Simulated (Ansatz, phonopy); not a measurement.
# GaSb (F-43m): phonons against volume, part 2 of 2

Wanted: mode Grüneisen parameters of GaSb and a free-energy fit over volumes.

Ansatz 0.2.0; DFT PBE, scalar-relativistic, plane waves, PAW.

So far. Step 14 (Single point at a scaled cell, V/V0 1.05): The run ends at a pressure of -1.95 GPa. Step 15 (Lattice dynamics at this volume, V/V0 1.05): No mode is imaginary beyond numerical noise at the solved wavevectors. The highest zone-centre mode (no LO–TO term) moved by -6.2 % for a volume change of +5.0 %.

The database entry behind the starting cell differs from later determinations by our own check (about 0.4 % long), so it need not match the best structure at ambient conditions.

### Step 16. How the modes move with volume

This step: DFT PBE, scalar-relativistic, plane waves, PAW (phonopy 4.10.0).

This step gave:

| Item | Value |
| --- | --- |
| share of modes with a negative Grüneisen parameter | 0.252 |

Mean Grüneisen, by row:

| T (K) | heat-capacity-weighted mean | root mean square |
| --- | --- | --- |
| 50 | 0.199 | 0.883 |
| 100 | 0.627 | 1.103 |
| 200 | 0.773 | 1.172 |
| 300 | 0.802 | 1.185 |
| 500 | 0.816 | 1.191 |
| 800 | 0.821 | 1.194 |

Mean mode Grueneisen parameter against wavenumber:

| wavenumber (cm⁻¹) | mean mode Grueneisen parameter |
| --- | --- |
| 3.6 | - |
| 10.7 | 0.0757 |
| 17.8 | 0.103 |
| 24.9 | 0.169 |
| 32.1 | 0.107 |
| 39.2 | -0.195 |
| 46.3 | -0.575 |
| 53.4 | -0.532 |
| 60.6 | -0.381 |
| 67.7 | -0.0255 |
| 74.8 | 0.0731 |
| 81.9 | 1.22 |
| 89.1 | 1.24 |
| 96.2 | 1.2 |
| 103.3 | 1.21 |
| 110.4 | 1.19 |
| 117.6 | 1.17 |
| 124.7 | 1.18 |
| 131.8 | 1.26 |
| 138.9 | 1.15 |
| 146.1 | 1.27 |
| 153.2 | - |
| 160.3 | - |
| 167.4 | 1.31 |
| 174.6 | 1.39 |
| 181.7 | 1.42 |
| 188.8 | 1.53 |
| 196.0 | 1.57 |
| 203.1 | 1.43 |
| 210.2 | 1.18 |

Volume series, by row:

| V/V0 | V (Å³/atom) | pressure (GPa) | E - E0 (meV/atom) | gap (eV) | zero-point energy (meV/atom) | lowest on the path (cm⁻¹) | highest at Gamma without the LO-TO term (cm⁻¹) |
| --- | --- | --- | --- | --- | --- | --- | --- |
| 0.97 | 29.09 | 1.463 | 3.997 | 0 | 26.24 | 0 | 216.2 |
| 0.985 | 29.54 | 0.699 | 0.97 | 0 | 25.78 | 0 | 212.1 |
| 1 | 29.99 | -0.004 | 0 | 0 | 25.33 | 0 | 208.2 |
| 1.015 | 30.44 | -0.649 | 0.924 | 0 | 24.88 | 0 | 204.3 |
| 1.03 | 30.89 | -1.238 | 3.581 | 0 | 24.44 | 0 | 200.4 |
| 1.05 | 31.49 | -1.948 | 9.567 | 0 | 23.87 | 0 | 195.2 |

Table of optical frequency at Gamma without the LO-TO term, mode 4 by V/V0:

| V/V0 | optical frequency at Gamma without the LO-TO term, mode 4 (cm⁻¹) |
| --- | --- |
| 0.9700 | 216 |
| 0.9850 | 212 |
| 1.0000 | 208 |
| 1.0150 | 204 |
| 1.0300 | 200 |
| 1.0500 | 195 |

Grüneisen at points, by row:

| point | branch | frequency (cm⁻¹) | mode Grüneisen parameter |
| --- | --- | --- | --- |
| Γ | 4 | 208.1 | 1.25 |
| X | 1 | 53.2 | -1.57 |
| X | 3 | 148.6 | 1.3 |
| X | 4 | 192 | 1.75 |
| X | 6 | 195.5 | 1.08 |
| U | 1 | 59 | -0.93 |
| U | 2 | 70.5 | -0.02 |
| U | 3 | 134.4 | 1.4 |
| U | 4 | 174.9 | 1.3 |
| U | 5 | 192.4 | 1.69 |
| U | 6 | 200.1 | 1.59 |
| K | 1 | 59 | -0.93 |
| K | 2 | 70.5 | -0.02 |
| K | 3 | 134.4 | 1.4 |
| K | 4 | 174.9 | 1.3 |
| K | 5 | 192.4 | 1.69 |
| K | 6 | 200.1 | 1.59 |
| L | 1 | 43.2 | -1.29 |
| L | 3 | 145.1 | 0.96 |
| L | 4 | 187.2 | 1.36 |
| L | 5 | 202 | 1.49 |
| W | 1 | 70.9 | -0.07 |
| W | 2 | 74.9 | -0.19 |
| W | 3 | 130.2 | 1.41 |
| W | 4 | 169.9 | 1.22 |
| W | 5 | 192.9 | 1.77 |
| W | 6 | 197.1 | 1.66 |

### Step 17. Quasi-harmonic fit by phonopy

Numbers from this step:

| Property | Result |
| --- | --- |
| volume expansion coefficient at 300 K | 25.48 1e-6/K |
| isothermal bulk modulus at 300 K | 42.44 GPa |
| C_P at 300 K | 24.10 J/mol-atom/K |
| Grüneisen parameter at 300 K | 0.823 |

Table of energy (each curve on its own zero) by volume; values in meV/atom:

| volume (Å³/atom) | static | F at 0 K | F at 300 K | F at 900 K |
| --- | --- | --- | --- | --- |
| 29.091 | 4 | 5.15 | 6.61 | 11.4 |
| 29.541 | 0.97 | 1.66 | 2.6 | 5.59 |
| 29.991 | 0 | 0.24 | 0.62 | 1.76 |
| 30.441 | 0.92 | 0.71 | 0.5 | -0.26 |
| 30.891 | 3.58 | 2.93 | 2.09 | -0.62 |
| 31.491 | 9.57 | 8.35 | 6.62 | 1.2 |

Phonopy-qha, vinet fit of F(V) at each temperature; no electronic free energy. Qha vinet, by row:

| T (K) | fitted volume (Å³/atom) | alpha_V (1e-6/K) | B_T (GPa) | C_P (J/mol-atom/K) | Grueneisen |
| --- | --- | --- | --- | --- | --- |
| 100 | 30.11 | 14.11 | 43.95 | 17.89 | 0.6286 |
| 150 | 30.14 | 20 | 43.6 | 21.34 | 0.7444 |
| 200 | 30.17 | 22.82 | 43.22 | 22.86 | 0.7881 |
| 250 | 30.21 | 24.42 | 42.84 | 23.64 | 0.81 |
| 300 | 30.24 | 25.48 | 42.44 | 24.1 | 0.8233 |
| 350 | 30.28 | 26.26 | 42.05 | 24.39 | 0.8326 |
| 400 | 30.32 | 26.91 | 41.65 | 24.6 | 0.8399 |
| 450 | 30.36 | 27.46 | 41.25 | 24.75 | 0.846 |
| 500 | 30.41 | 27.97 | 40.84 | 24.87 | 0.8515 |
| 550 | 30.45 | 28.45 | 40.44 | 24.97 | 0.8565 |
| 600 | 30.49 | 28.92 | 40.03 | 25.06 | 0.8612 |
| 650 | 30.54 | 29.37 | 39.62 | 25.14 | 0.8657 |
| 700 | 30.58 | 29.83 | 39.21 | 25.21 | 0.8702 |
| 750 | 30.63 | 30.28 | 38.8 | 25.27 | 0.8745 |
| 800 | 30.68 | 30.73 | 38.39 | 25.34 | 0.8789 |
| 850 | 30.72 | 31.19 | 37.97 | 25.4 | 0.8832 |

Volume expansion coefficient, phonopy-qha, Vinet against temperature:

| temperature (K) | volume expansion coefficient, phonopy-qha, Vinet (1e-6/K) |
| --- | --- |
| 75 | 9.02 |
| 125 | 17.6 |
| 150 | 20 |
| 200 | 22.8 |
| 225 | 23.7 |
| 275 | 25 |
| 300 | 25.5 |
| 350 | 26.3 |
| 375 | 26.6 |
| 425 | 27.2 |
| 450 | 27.5 |
| 500 | 28.0 |
| 525 | 28.2 |
| 575 | 28.7 |
| 600 | 28.9 |
| 650 | 29.4 |
| 675 | 29.6 |
| 725 | 30.1 |
| 750 | 30.3 |
| 800 | 30.7 |
| 825 | 31.0 |
| 875 | 31.4 |

The fit gives a volume expansion of 25.5 × 10⁻⁶/K at 300 K.

### Step 18. Results

```yaml
volume_expansion_coefficient_at_300_k: 25.48 1e-6/K
isothermal_bulk_modulus_at_300_k: 42.44 GPa
c_p_at_300_k: 24.10 J/mol-atom/K
grueneisen_parameter_at_300_k: 0.823
mean_mode_grueneisen_parameter_at_300_k: 0.802
```

Near room temperature GaSb expands by 25.5 × 10⁻⁶/K in volume by PBE, with C_P = 24.1 J/(mol K) per mole of atoms and B_T = 42.4 GPa. C_P at room temperature is 97 % of the classical 3R an atom. The fit leaves out the electrons' free energy, which adds to C_P and to the expansion of a metal at high temperature. The heat-capacity-weighted Grüneisen parameter goes from 0.199 at 50 K to 0.821 at 800 K; 25 % of the modes stiffen on expansion. Weighting γ by the density of states and each mode's heat capacity at 300 K, the lowest third of the frequency range (cuts at 70 and 140 cm⁻¹) pulls the cell inward, while the rest pushes it outward. Among the labelled points γ is largest for branch 5 at W (193 cm⁻¹, 1.8) and most negative for branch 1 at X (53.2 cm⁻¹, -1.6). The interpolation has no quadrupole term, so branches near the zone centre are less sure, since this crystal has sites that are not centres of inversion. This functional closes the gap of a crystal that is a semiconductor, so the runs use smearing; on a Γ-centred mesh partly filled states at the band edge can then soften the optical modes and make the results hang on the k-mesh, which was not tested here.

[Logs are printed without paths, hosts, clocks, repeated set-up lines and the standing remarks that a program may print on its own settings, such as how far it seeks lower states.]

[Hosts, paths, dates, database ids (printed as entryN), source tags and the programs' standing remarks are cut or masked in the printed files.]

[A step with changed settings may run another functional than the one named; its input shows which.]

[Of the runs on displaced cells, only some may be shown.]
